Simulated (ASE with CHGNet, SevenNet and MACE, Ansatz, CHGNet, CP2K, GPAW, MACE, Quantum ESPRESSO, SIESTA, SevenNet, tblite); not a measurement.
# Machine-learned potentials runs on random rock-salt alloy of NbC and TiC (64 atoms)

Aim: run random rock-salt alloy of NbC and TiC (64 atoms) in machine-learned potentials and see how near its forces come to a plane-wave reference, and at what cost.

Main program and level: ASE with CHGNet, SevenNet and MACE; the method is named at each step.

## (1) Set-up

The cell holds 64 atoms: 28 Ti, 32 C and 4 Nb. Its edges and angles: a = 8.692 Å, b = 8.692 Å, c = 8.692 Å, α = 90.0°, β = 90.0°, γ = 90.0°. It derives from NbC (rock-salt), repeated 2×2×2. Rock-salt NbC, 2 x 2 x 2 conventional cells, 28 of 32 Nb sites given to Ti at random (x = 0.875), lattice by Vegard's rule (a = 4.346 Å); not relaxed, displaced by a Gaussian of 0.02 Å. Then every atom was moved at random, 0.02 Å r.m.s. a Cartesian component.

The yardstick, on the same geometry:

| Quantity | Value |
| --- | --- |
| method | Kohn-Sham DFT, PBE, PAW, plane waves (Ansatz 0.2.0); cutoff 420 eV, Γ point, fermi-dirac smearing of 0.05 eV; PAW set soft_2 |
| r.m.s. force component | 0.5059 eV/Å |
| longest force | 1.706 eV/Å |
| pressure | 1.357 GPa |
| SCF cycles | 8 |
| time | 4 s on 8 threads of Arm Neoverse V2, shared host |
| CPU time | 27 s |

## (2) CHGNet 0.3.0 potential

Method: machine-learned interatomic potential CHGNet 0.3.0, trained on PBE(+U) plane-wave data.

Input file run.py:

```python
import numpy as np
from ase.io import read
import mlip  # loads the published weights by name

atoms = read("structure.xyz")
atoms.calc = mlip.calc("chgnet-0.3.0")
energy = atoms.get_potential_energy()
forces = atoms.get_forces()
print(f"energy {energy:.6f} eV")
print("forces (eV/A)")
for i, (a, f) in enumerate(zip(atoms, forces)):
    print(f"{i:4d} {a.symbol:2s} {f[0]:10.5f} {f[1]:10.5f} {f[2]:10.5f}")
stress = -atoms.get_stress(voigt=False) * 160.21766
print("stress (GPa, compression positive)")
for row in stress:
    print(" ".join(f"{x:10.4f}" for x in row))
```

Input file structure.xyz:

```xyz
64
Lattice="8.69160 0.00000 0.00000 0.00000 8.69160 0.00000 0.00000 0.00000 8.69160" Properties=species:S:1:pos:R:3 pbc="T T T"
Ti 8.66987 0.00217 8.68413
C 2.20402 0.07849 8.67891
Ti 8.67648 2.19202 2.17881
C 2.19889 2.19098 2.20019
Ti 2.20002 0.06519 2.13170
C 0.05502 8.68856 2.13952
Ti 2.12284 2.19932 8.63267
C 0.00869 2.21757 8.68969
Ti 0.00904 8.67795 4.36518
C 2.17942 0.00017 4.30547
Ti 8.66848 2.20593 6.53469
C 2.17785 2.20827 6.52991
Ti 2.18811 8.65527 6.51896
C 8.64953 0.06128 6.49932
Nb 2.18837 2.19333 4.28557
C 8.69056 2.08451 4.34615
Ti 8.69030 4.37900 8.65944
C 2.19063 4.33276 8.67265
Nb 8.64049 6.57259 2.14648
C 2.19289 6.49349 2.21949
Ti 2.18681 4.30990 2.14361
C 0.01434 4.39752 2.19698
Ti 2.19028 6.52913 0.01556
C 0.00965 6.54408 0.01226
Ti 0.03876 4.32581 4.31894
C 2.13135 4.34441 4.31347
Ti 0.04728 6.54391 6.45777
C 2.19072 6.49914 6.56746
Ti 2.14091 4.35345 6.51635
C 0.03303 4.34450 6.45699
Ti 2.14709 6.52000 4.33155
C 8.66422 6.52357 4.34085
Ti 4.38117 8.64779 0.02651
C 6.56894 8.66248 0.00087
Ti 4.39977 2.12657 2.13709
C 6.50740 2.14474 2.17777
Ti 6.50558 8.69082 2.13109
C 4.31973 0.02573 2.14204
Nb 6.55573 2.18029 8.68030
C 4.32059 2.12449 8.68586
Ti 4.31747 8.67552 4.29287
C 6.51244 0.02938 4.33050
Nb 4.35301 2.18177 6.51574
C 6.47594 2.19046 6.51913
Ti 6.55660 0.00947 6.50097
C 4.33407 8.67083 6.55268
Ti 6.53869 2.14422 4.36909
C 4.28722 2.22635 4.32564
Ti 4.34919 4.37683 0.02929
C 6.51070 4.35223 8.66101
Ti 4.34050 6.45760 2.17203
C 6.52026 6.54060 2.18828
Ti 6.51948 4.33563 2.16264
C 4.39934 4.32251 2.15378
Ti 6.52896 6.52974 0.03798
C 4.32520 6.48680 8.68882
[... 4 atom lines left out ...]
Ti 6.53269 4.33163 6.59032
C 4.35310 4.36901 6.49584
Ti 6.49984 6.60170 4.36336
C 4.40734 6.52696 4.38335
```

On the command line:

```
$ OMP_NUM_THREADS=1 python run.py > output.txt
```

The program printed:

```text
CHGNet v0.3.0 initialized with 412,525 parameters
CHGNet will run on cpu
energy -603.145630 eV
forces (eV/A)
   0 Ti    0.46205    0.07748   -0.14508
   1 C    -0.30309   -0.80024   -0.04526
   2 Ti    0.05651   -0.12542   -0.03800
   3 C    -0.28379   -0.03642   -1.51254
   4 Ti   -0.18267   -0.36883    0.01200
   5 C    -0.53090    1.07701    0.19715
   6 Ti    0.41983   -0.11975    0.42577
   7 C     0.44753   -0.24962    0.07215
   8 Ti    0.08388    0.16635   -0.26741
   9 C    -0.01898   -0.72113    0.40658
  10 Ti    0.26145   -0.19009   -0.28307
  11 C    -0.80642   -0.35364    0.24964
  12 Ti   -0.00829    0.34036    0.05848
  13 C     0.61381   -0.56265    0.15090
  14 Nb   -0.50308   -0.29626    0.87886
  15 C    -0.76815    0.91313   -0.06643
  16 Ti    0.14310    0.13223    0.18440
  17 C    -0.18609    0.33711    0.16172
  18 Nb    0.73020   -0.43082    0.41158
  19 C     0.46467    0.29181   -0.42142
  20 Ti   -0.01893    0.27862   -0.00797
  21 C    -0.08495   -1.17243   -0.53822
  22 Ti   -0.10401    0.04944    0.08830
  23 C     0.03514   -0.10368   -1.03648
[...]
56 Ti    0.21040    0.20494   -0.07311
  57 C    -0.12523    0.17646   -0.71338
  58 Ti    0.07607    0.06105    0.29851
  59 C     0.00120    0.36245   -0.06751
  60 Ti   -0.01403    0.49670   -0.95344
  61 C    -0.04863    0.33837    0.29117
  62 Ti    0.22488   -0.67708    0.08574
  63 C    -0.78795   -0.00364   -0.51768
stress (GPa, compression positive)
    4.4576     0.0420     0.0293
    0.0420     4.1116    -0.0070
    0.0293    -0.0070     4.2824
```

Run time: 3.2 s. Hardware: 1 thread of Arm Neoverse V2, shared host; peak memory 0.96 GiB.

Banners, paths, timers and routine set-up lines are dropped from the logs unmarked, and long logs keep their key lines alone; longer cuts are marked.

Numbers from this run, and their distance from the reference:

| Quantity | Value |
| --- | --- |
| r.m.s. force component | 0.4275 eV/Å |
| r.m.s. difference of force components | 227.6 meV/Å |
| longest difference of force vectors | 701.2 meV/Å |
| force difference over r.m.s. force | 45 % |
| slope of forces against the reference's | 0.7558 |
| correlation of force components | 0.8944 |
| pressure | 4.284 GPa |
| pressure difference | 2.927 GPa |

Length of the force difference by element (eV/Å):

| element | atoms | mean | most |
| --- | --- | --- | --- |
| C | 32 | 0.29 | 0.62 |
| Nb | 4 | 0.49 | 0.54 |
| Ti | 28 | 0.43 | 0.70 |

The surroundings of Ti41, picked at random, nearest first, numbered as they follow in the input and with coordinates relative to it.

| atom | x | y | z | distance (Å) | bonds | Fx | Fy | Fz (eV/Å) |
| --- | --- | --- | --- | --- | --- | --- | --- | --- |
| Ti41 | 0.00 | 0.00 | 0.00 | 0.00 | 6 | 0.11 | 0.16 | 0.34 |
| C10 | -2.14 | 0.02 | 0.01 | 2.14 | 6 | -0.02 | -0.72 | 0.41 |
| C38 | 0.00 | 0.04 | -2.15 | 2.15 | 6 | 0.51 | -0.58 | 0.34 |
| C64 | 0.09 | -2.15 | 0.09 | 2.15 | 6 | -0.79 | 0.00 | -0.52 |
| C42 | 2.19 | 0.05 | 0.04 | 2.20 | 6 | -0.08 | -0.24 | 0.09 |
| C48 | -0.03 | 2.24 | 0.03 | 2.24 | 6 | 1.60 | -0.71 | -0.45 |
| C46 | 0.02 | 0.00 | 2.26 | 2.26 | 6 | 0.14 | -0.37 | -0.50 |
| Ti63 | 2.18 | -2.07 | 0.07 | 3.01 | 6 | 0.22 | -0.68 | 0.09 |
| Ti5 | -2.12 | 0.08 | -2.16 | 3.03 | 6 | -0.18 | -0.37 | 0.01 |

Atoms are counted from 1 here, from 0 in the log.

Forces lie 45 % from the reference's, at 0.12 times its CPU time (on 1 against 8 cores).

## (3) SevenNet 0 potential

Method: machine-learned interatomic potential SevenNet 0, trained on PBE(+U) plane-wave data.

run.py, as its differences from that of step 2:

```diff
@@ -5,3 +5,3 @@
 atoms = read("structure.xyz")
-atoms.calc = mlip.calc("chgnet-0.3.0")
+atoms.calc = mlip.calc("7net-0")
 energy = atoms.get_potential_energy()
```

structure.xyz is that of step 2.

The program printed:

```text
energy -605.864746 eV
forces (eV/A)
   0 Ti    0.63621    0.10764   -0.27478
   1 C    -0.29711   -0.88851   -0.08783
   2 Ti   -0.01899   -0.18358   -0.05525
   3 C    -0.32436   -0.03277   -1.21251
   4 Ti   -0.13952   -0.46284   -0.14650
   5 C    -0.56013    0.85733    0.23685
   6 Ti    0.30975   -0.14509    0.57782
   7 C     0.18919   -0.21616    0.08329
   8 Ti    0.01201    0.28352   -0.21582
   9 C    -0.04557   -0.53286    0.47942
  10 Ti    0.31661   -0.22372   -0.38314
  11 C    -0.57998   -0.43572   -0.02699
  12 Ti   -0.17525    0.22870    0.25136
  13 C     0.71745   -0.65776    0.16709
  14 Nb   -0.68313   -0.34440    0.72478
  15 C    -0.49843    1.04277   -0.08536
  16 Ti    0.32555    0.08243    0.19550
  17 C    -0.23979    0.37475    0.17930
  18 Nb    0.85667   -0.43217    0.39483
  19 C     0.23509    0.35582   -0.46194
  20 Ti    0.03862    0.26294   -0.19475
  21 C    -0.12372   -1.00438   -0.56033
  22 Ti   -0.02656    0.03453    0.04804
  23 C     0.06554   -0.13921   -0.82455
[...]
56 Ti    0.45568    0.38087   -0.21160
  57 C    -0.15294    0.14514   -0.84952
  58 Ti    0.09800    0.14839    0.34694
  59 C    -0.02666    0.41479   -0.06979
  60 Ti    0.14684    0.75299   -1.17788
  61 C    -0.07417    0.05107    0.24584
  62 Ti    0.15503   -0.75393    0.22446
  63 C    -0.88259   -0.00842   -0.54954
stress (GPa, compression positive)
    3.6108    -0.0107     0.0294
   -0.0107     3.5349    -0.0229
    0.0294    -0.0229     3.5877
```

Run time: 7 s. Hardware: 1 thread; peak memory 0.98 GiB.

Compared with the plane-wave run:

```yaml
r_m_s_force_component: 0.4285 eV/Å
r_m_s_difference_of_force_components: 190.5 meV/Å
longest_difference_of_force_vectors: 709.1 meV/Å
force_difference_over_r_m_s_force: 37.65 %
slope_of_forces_against_the_reference_s: 0.788
correlation_of_force_components: 0.9301
pressure: 3.578 GPa
pressure_difference: 2.221 GPa
```

Against the first run (45 %), the force difference from the reference is 38 %, at 2.2 times the CPU time.

## (4) MACE MP-0b3 medium potential

Method: machine-learned interatomic potential MACE MP-0b3 medium, trained on PBE(+U) plane-wave data.

run.py, as its differences from that of step 3:

```diff
@@ -5,3 +5,3 @@
 atoms = read("structure.xyz")
-atoms.calc = mlip.calc("7net-0")
+atoms.calc = mlip.calc("mace-mp-0b3-medium")
 energy = atoms.get_potential_energy()
```

structure.xyz is that of step 3.

The program printed:

```text
energy -605.202995 eV
forces (eV/A)
   0 Ti    0.56732    0.04777   -0.11518
   1 C    -0.29969   -0.82814   -0.10776
   2 Ti    0.10094   -0.22547   -0.08025
   3 C    -0.38169   -0.06297   -1.40141
   4 Ti   -0.29870   -0.75936    0.16846
   5 C    -0.58863    0.92397    0.19191
   6 Ti    0.61580   -0.18688    0.52025
   7 C     0.29311   -0.22668    0.07215
   8 Ti    0.05183    0.12052   -0.38310
   9 C     0.04994   -0.54075    0.45588
  10 Ti    0.36281   -0.29793   -0.41413
  11 C    -0.65786   -0.42332    0.06280
  12 Ti   -0.00045    0.42706    0.08801
  13 C     0.67778   -0.72460    0.17134
  14 Nb   -0.52793   -0.40090    1.09833
  15 C    -0.55774    1.04305   -0.13737
  16 Ti    0.18703    0.18885    0.33963
  17 C    -0.31120    0.32066    0.17241
  18 Nb    0.99004   -0.59345    0.53023
  19 C     0.24673    0.26480   -0.47415
  20 Ti   -0.09872    0.61727    0.09678
  21 C    -0.16970   -0.98699   -0.55991
  22 Ti   -0.14752   -0.04532    0.00722
  23 C     0.00770   -0.16635   -0.87547
[...]
56 Ti    0.29381    0.34140   -0.04471
  57 C    -0.15557    0.00301   -0.84770
  58 Ti    0.03713    0.11053    0.42988
  59 C     0.00030    0.43557   -0.11911
  60 Ti   -0.06901    0.67484   -1.18071
  61 C    -0.06986    0.13884    0.25602
  62 Ti    0.30610   -0.94486    0.01455
  63 C    -0.90587    0.00124   -0.59928
stress (GPa, compression positive)
    3.5140     0.0635     0.0085
    0.0635     3.2423    -0.0529
    0.0085    -0.0529     3.4853
```

The job ended after 6.8 s (1 thread; peak memory 1 GiB).

Compared with the plane-wave run:

* r.m.s. force component: 0.4605 eV/Å
* r.m.s. difference of force components: 181.6 meV/Å
* longest difference of force vectors: 598.4 meV/Å
* force difference over r.m.s. force: 35.91 %
* slope of forces against the reference's: 0.8499
* correlation of force components: 0.9336
* pressure: 3.414 GPa
* pressure difference: 2.057 GPa

Against the first run (45 %), the force difference from the reference is 36 %, at 2.1 times the CPU time.

## (5) The ladder

Differences are against the plane-wave reference, forces as r.m.s. over components; share is that over the reference's r.m.s. force, slope the least-squares factor from reference forces to these. Total energies of different programs have different zeros and aren't compared.

| run | Δ force, r.m.s. (meV/Å) | share (%) | slope | Δ pressure (GPa) | cores | CPU time | memory (GiB) |
| --- | --- | --- | --- | --- | --- | --- | --- |
| reference | - | - | - | - | 8 | 27 s | 1.0 |
| CHGNet 0.3.0 potential | 228 | 45.0 | 0.756 | 2.93 | 1 | 3.2 s | 0.96 |
| SevenNet 0 potential | 190 | 37.6 | 0.788 | 2.22 | 1 | 7 s | 0.98 |
| MACE MP-0b3 medium potential | 182 | 35.9 | 0.850 | 2.06 | 1 | 6.8 s | 1.0 |

Times of the machine-learned potentials are mostly Python's start and the loading of weights.

CPU time is summed over cores on a shared host, where runs went side by side, so it is rough. Symmetry, cutoffs, thresholds, outputs and thread counts weren't matched or tuned between programs; memory under MPI is the largest rank's times the ranks.

## (6) Results

```json
{
 "nearest in forces": "MACE MP-0b3 medium potential, 36 %",
 "its CPU time": "6.8 s"
}
```

In words: Machine-learned potentials differ by 36 % (MACE MP-0b3 medium potential) to 45 % (CHGNet 0.3.0 potential); they were trained on other programs' data. Among those trained on PBE data the slope goes as low as 0.76, with a correlation of 0.89, so directions differ as well as sizes. Machine-learned potentials mimic data converged in k, so the reference's own k-point error enters their differences. The host structure and its lattice constant were typed by rule, without a check against the phase diagram. The electronic-structure runs sample only Γ, in a cell whose shortest periodic width is 9 Å, which is coarse for a cell with partly filled levels.

[Also dropped from logs without a mark: logging warnings of Python, and SIESTA's first energy breakdown and zero terms.]

[Logs are printed without paths, hosts, clocks, repeated set-up lines and the standing remarks that a program may print on its own settings, such as how far it seeks lower states.]

[Hosts, paths, dates, database ids (printed as entryN), source tags and the programs' standing remarks are cut or masked in the printed files.]
